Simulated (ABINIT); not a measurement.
An input for ABINIT 10.8.3 (CsAsF6 (R-3)):

```
acell 3*1.0 Angstrom
rprim 
  3.855859826403 2.226181708716 2.622049894613
  -3.855859826403 2.226181708716 2.622049894613
  -0.000000000000 -4.452363417478 2.622049894574
ntypat 3
znucl 55 33 9
natom 8
typat 1 2 3 3 3 3 3 3
xred 
  0.500000000000 0.500000000000 0.500000000000
  -0.000000000000 -0.000000000000 -0.000000000000
  0.189597360000 0.275478300000 0.922344570000
  0.275478300000 0.922344570000 0.189597360000
  0.077655430000 0.810402640000 0.724521700000
  0.724521700000 0.077655430000 0.810402640000
  0.810402640000 0.724521700000 0.077655430000
  0.922344570000 0.189597360000 0.275478300000
pp_dirpath "pseudos"
pseudos "Cs.upf, As.upf, F.upf"
ecut 44
ngkpt 2 2 2
nshiftk 1
shiftk 0 0 0
kptopt 1
chksymbreak 0
istwfk *1
occopt 1
irdwfk 1
optdriver 4
nband 162
gwcalctyp 10
ecutsigx 44
symsigma 1
nkptgw 4
kptgw 
  0.0000000000 0.0000000000 0.0000000000
  0.5000000000 0.0000000000 0.0000000000
  0.5000000000 0.5000000000 0.0000000000
  0.5000000000 0.5000000000 0.5000000000
bdgw 
  17 48
  17 48
  17 48
  17 48
ecuteps 4.8
irdscr 1
ppmodel 1
irdqps 1
indata_prefix "in"
outdata_prefix "out"
tmpdata_prefix "tmp"
```

```sh
OMP_NUM_THREADS=1 mpirun -n 4 abinit run.abi > log
```

Estimate wall time and host memory on 4 MPI ranks of Arm Neoverse V2, shared host.

It took 4.5 min; on shared hardware allow 2.3 min to 9.1 min. Peak host memory was 3.1 GiB.

[Paths, hosts, dates, memory and timing lines, banners, echoed tables and standing remarks are left out of the program output.]

[Logs are printed without paths, hosts, clocks, repeated set-up lines and the standing remarks that a program may print on its own settings, such as how far it seeks lower states.]

[Runs of the session that timed out or met a known fault of the program may be left out.]

[Hosts, paths, dates, database ids (printed as entryN), source tags and the programs' standing remarks are cut or masked in the printed files.]

[G0W0 gaps are taken among the corrected bands and points alone; a level outside them can change the order at an edge.]

[Where Ansatz stands beside ABINIT at settings called matched, ABINIT's density can come from a denser mesh and the files from another edition; pairs whose starting gaps differed by over 0.03 eV were left out, so agreement reads better than it is.]
